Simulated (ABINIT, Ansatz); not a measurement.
**Converging GW for ZrSe3 (P2_1/m) in ABINIT**

Wanted: a converged G0W0 gap of ZrSe3 (P2_1/m), or an estimate of the limit.

Method: PBEsol and many-body steps on it, plane waves, in ABINIT 10.8.3.

Most raw output is cut from this account.

### 1. The starting structure

Symmetry: P2_1/m, No. 11, monoclinic system. The conventional cell has a = 5.411 Å, b = 3.749 Å, c = 9.444 Å, α = 90.00°, β = 97.48°, γ = 90.00°. Nearest to Zr lie 8 Se at 2.72 to 2.87 Å. Nearest to Se lie 4 Zr at 2.72 to 2.87 Å. Se has 1 Se at 2.34 Å and 2 Zr at 2.73 Å nearest. Nearest to Se lie 1 Se at 2.34 Å and 2 Zr at 2.74 Å. Farther neighbours and most contacts between anions are not listed.

The cell and positions come from the Crystallography Open Database and are kept as given unless a step says otherwise.

### 2. Empty states on the mesh, 2×4×1 mesh, 336 bands

This step: ABINIT 10.8.3; DFT, PBEsol, plane waves, norm-conserving pseudopotentials.

The sums over transitions need many empty states on a uniform mesh; this step solves for them.

Input file run.abi:

```
acell 3*1.0 Angstrom
rprim 
  5.410900000000 -0.000000000000 -0.000000000000
  -0.000000000000 3.748800000000 0.000000000000
  -1.229420909100 0.000000000000 9.363634990100
ntypat 2
znucl 40 34
natom 8
typat 1 1 2 2 2 2 2 2
xred 
  0.285000000000 0.250000000000 0.656000000000
  0.715000000000 0.750000000000 0.344000000000
  0.762000000000 0.250000000000 0.554000000000
  0.238000000000 0.750000000000 0.446000000000
  0.456000000000 0.250000000000 0.174000000000
  0.544000000000 0.750000000000 0.826000000000
  0.888000000000 0.250000000000 0.169000000000
  0.112000000000 0.750000000000 0.831000000000
pp_dirpath "pseudos"
pseudos "Zr.upf, Se.upf"
ecut 48
ngkpt 2 4 1
nshiftk 1
shiftk 0 0 0
kptopt 1
chksymbreak 0
iscf -2
irdden 1
istwfk *1
nband 336
nbdbuf 30
tolwfr 1e-09
nstep 60
prtvol 0
indata_prefix "in"
outdata_prefix "out"
tmpdata_prefix "tmp"
```

Launch:

```
OMP_NUM_THREADS=1 mpirun -n 4 abinit run.abi > log
```

Elapsed: 16 min, on 4 MPI ranks of Arm Neoverse V1, shared host; peak memory 1.2 GiB.

Numbers from this step:

| Item | Value |
| --- | --- |
| gap | 0.3157 eV |
| k of the valence top | 0, 0, 0 |
| k of the conduction bottom | 0.5, 0, 0 |
| least direct gap | 0.6242 eV |
| k points computed | 6 |
| lowest point of the top converged band, above the valence top | 55.2013 eV |

On this mesh the gap is 0.316 eV.

The density comes from a self-consistent run that is not shown.

### 3. Screening, 2×4×1 mesh, 111 bands, screening to 51.7 eV

The RPA dielectric matrix is built and inverted for each q.

This step: RPA screening on PBEsol, plane waves, norm-conserving pseudopotentials.

run.abi: that of step 2 with these lines changed.

```diff
@@ -26,10 +26,11 @@
 chksymbreak 0
-iscf -2
-irdden 1
 istwfk *1
-nband 336
-nbdbuf 30
-tolwfr 1e-09
-nstep 60
-prtvol 0
+occopt 1
+irdwfk 1
+optdriver 3
+nband 111
+ecuteps 1.9
+inclvkb 2
+awtr 1
+symchi 1
 indata_prefix "in"
```

The job ended after 1.9 min (4 MPI ranks; peak memory 4.5 GiB).

This step gave:

```yaml
eps_infinity_with_local_fields_on_this_mesh_along_the_program_s_q_direction: 16.42
the_same_without_local_fields: 18.79
plasma_frequency: 34.92 eV
plane_waves_in_the_screening_matrix: 155
```

Local fields lower ε∞ by 13 %. On a Γ-centred mesh this coarse the value itself is usually too large, while a short band sum pulls it down.

### 4. 111 bands, 51.7 eV

The self-energy is evaluated for the states that the input lists, and the levels follow from it, in one-shot runs by the linearised quasiparticle equation.

This step: G0W0 on PBEsol, plane waves, norm-conserving pseudopotentials.

run.abi: that of step 3 with these lines changed.

```diff
@@ -29,8 +29,17 @@
 irdwfk 1
-optdriver 3
+optdriver 4
 nband 111
+gwcalctyp 0
+ecutsigx 48
+symsigma 1
+nkptgw 2
+kptgw 
+  0.0000000000 0.0000000000 0.0000000000
+  0.5000000000 0.0000000000 0.0000000000
+bdgw 
+  83 86
+  83 86
 ecuteps 1.9
-inclvkb 2
-awtr 1
-symchi 1
+irdscr 1
+ppmodel 1
 indata_prefix "in"
```

The job ended after 16 s (4 MPI ranks; peak memory 4.2 GiB; 64 s of CPU time).

This step gave:

| Property | Result |
| --- | --- |
| G0W0 gap on the points computed | 0.8370 eV |
| starting gap on the mesh | 0.3157 eV |
| k of the valence top | 0, 0, 0 |
| k of the conduction bottom | 0.5, 0, 0 |
| Z at the valence top | 0.804 |
| Z at the conduction bottom | 0.8 |
| least direct G0W0 gap on the computed points | 1.169 eV |

The gap on the mesh goes from 0.32 eV to 0.84 eV, a correction of +0.52 eV.

### 5. Screening, 2×4×1 mesh, 174 bands, screening to 98 eV

This step: RPA screening on PBEsol, plane waves, norm-conserving pseudopotentials.

run.abi: that of step 4 with these lines changed.

```diff
@@ -29,17 +29,8 @@
 irdwfk 1
-optdriver 4
-nband 111
-gwcalctyp 0
-ecutsigx 48
-symsigma 1
-nkptgw 2
-kptgw 
-  0.0000000000 0.0000000000 0.0000000000
-  0.5000000000 0.0000000000 0.0000000000
-bdgw 
-  83 86
-  83 86
-ecuteps 1.9
-irdscr 1
-ppmodel 1
+optdriver 3
+nband 174
+ecuteps 3.6
+inclvkb 2
+awtr 1
+symchi 1
 indata_prefix "in"
```

Elapsed: 6.7 min, on 4 MPI ranks; peak memory 5.5 GiB.

This step gave:

```yaml
eps_infinity_with_local_fields_on_this_mesh_along_the_program_s_q_direction: 16.38
the_same_without_local_fields: 19.01
plasma_frequency: 34.92 eV
plane_waves_in_the_screening_matrix: 413
```

### 6. 174 bands, 98 eV

This step: G0W0 on PBEsol, plane waves, norm-conserving pseudopotentials.

run.abi: that of step 5 with these lines changed.

```diff
@@ -29,8 +29,17 @@
 irdwfk 1
-optdriver 3
+optdriver 4
 nband 174
+gwcalctyp 0
+ecutsigx 48
+symsigma 1
+nkptgw 2
+kptgw 
+  0.0000000000 0.0000000000 0.0000000000
+  0.5000000000 0.0000000000 0.0000000000
+bdgw 
+  83 86
+  83 86
 ecuteps 3.6
-inclvkb 2
-awtr 1
-symchi 1
+irdscr 1
+ppmodel 1
 indata_prefix "in"
```

The job ended after 32 s (4 MPI ranks; peak memory 4.6 GiB).

Numbers from this step:

| Property | Result |
| --- | --- |
| G0W0 gap on the points computed | 0.8130 eV |
| starting gap on the mesh | 0.3157 eV |
| k of the valence top | 0, 0, 0 |
| k of the conduction bottom | 0.5, 0, 0 |
| Z at the valence top | 0.797 |
| Z at the conduction bottom | 0.795 |
| least direct G0W0 gap on the computed points | 1.148 eV |

Against G0W0 in ABINIT (2×4×1 mesh, 111 bands, screening to 51.7 eV, Godby-Needs plasmon pole), the gap moves by −0.024 eV.

### 7. Screening, 2×4×1 mesh, 306 bands, screening to 149.7 eV

This step: RPA screening on PBEsol, plane waves, norm-conserving pseudopotentials.

run.abi: that of step 6 with these lines changed.

```diff
@@ -29,17 +29,8 @@
 irdwfk 1
-optdriver 4
-nband 174
-gwcalctyp 0
-ecutsigx 48
-symsigma 1
-nkptgw 2
-kptgw 
-  0.0000000000 0.0000000000 0.0000000000
-  0.5000000000 0.0000000000 0.0000000000
-bdgw 
-  83 86
-  83 86
-ecuteps 3.6
-irdscr 1
-ppmodel 1
+optdriver 3
+nband 306
+ecuteps 5.5
+inclvkb 2
+awtr 1
+symchi 1
 indata_prefix "in"
```

Elapsed: 20 min, on 4 MPI ranks; peak memory 7.2 GiB.

Numbers from this step:

```
ε∞ with local fields, on this mesh, along the program's q direction : 16.38
the same without local fields                                       : 19.03
plasma frequency                                                    : 34.92 eV
plane waves in the screening matrix                                 : 797
```

### 8. 306 bands, 149.7 eV

This step: G0W0 on PBEsol, plane waves, norm-conserving pseudopotentials.

run.abi: that of step 7 with these lines changed.

```diff
@@ -29,8 +29,17 @@
 irdwfk 1
-optdriver 3
+optdriver 4
 nband 306
+gwcalctyp 0
+ecutsigx 48
+symsigma 1
+nkptgw 2
+kptgw 
+  0.0000000000 0.0000000000 0.0000000000
+  0.5000000000 0.0000000000 0.0000000000
+bdgw 
+  83 86
+  83 86
 ecuteps 5.5
-inclvkb 2
-awtr 1
-symchi 1
+irdscr 1
+ppmodel 1
 indata_prefix "in"
```

Run time: 2.1 min. Hardware: 4 MPI ranks; peak memory 5.5 GiB.

Numbers from this step:

- G0W0 gap on the points computed: 0.8470 eV
- starting gap on the mesh: 0.3157 eV
- k of the valence top: 0, 0, 0
- k of the conduction bottom: 0.5, 0, 0
- least direct G0W0 gap on the computed points: 1.185 eV

Against G0W0 in ABINIT (2×4×1 mesh, 174 bands, screening to 98 eV, Godby-Needs plasmon pole), the gap moves by +0.034 eV.

### 9. The runs together

Times are wall times on 4 MPI ranks of Arm Neoverse V1, shared host, good to a factor of about two. A run's time includes the screening step that it read.

```
                run   mesh  bands  screening cutoff (eV)  DFT gap (eV)  gap on the mesh (eV)  direct (eV)  ε∞ used     time
 111 bands, 51.7 eV  2×4×1    111                   51.7         0.316                 0.837        1.169    16.42  2.2 min
   174 bands, 98 eV  2×4×1    174                     98         0.316                 0.813        1.148    16.38  7.2 min
306 bands, 149.7 eV  2×4×1    306                  149.7         0.316                 0.847        1.185    16.38   22 min
```

### 10. What came out

| Item | Value |
| --- | --- |
| 111 bands, 51.7 eV | 0.837 eV |
| 174 bands, 98 eV | 0.813 eV |
| 306 bands, 149.7 eV | 0.847 eV |
| known limits | not at the basis limit; no spin-orbit coupling; coarse k mesh |

In words: From the first rung to the last the gap moves by +0.01 eV for 9.9 times the time. The gap turns back along the series, so no limit is drawn from it. In the G0W0 runs levels were corrected at 2 k points alone, so a gap called «on the mesh» is the least over those, and an edge elsewhere would be missed. The 2×4×1 mesh is coarse for this cell, which bears on the long-range parts of exchange and screening. The many-body steps are scalar-relativistic: spin-orbit coupling is not in them.

[Paths, hosts, dates, memory and timing lines, banners, echoed tables and standing remarks are left out of the program output.]

[Logs are printed without paths, hosts, clocks, repeated set-up lines and the standing remarks that a program may print on its own settings, such as how far it seeks lower states.]

[Runs of the session that timed out or met a known fault of the program may be left out.]

[Hosts, paths, dates, database ids (printed as entryN), source tags and the programs' standing remarks are cut or masked in the printed files.]

[G0W0 gaps are taken among the corrected bands and points alone; a level outside them can change the order at an edge.]

[Where Ansatz stands beside ABINIT at settings called matched, ABINIT's density can come from a denser mesh and the files from another edition; pairs whose starting gaps differed by over 0.03 eV were left out, so agreement reads better than it is.]
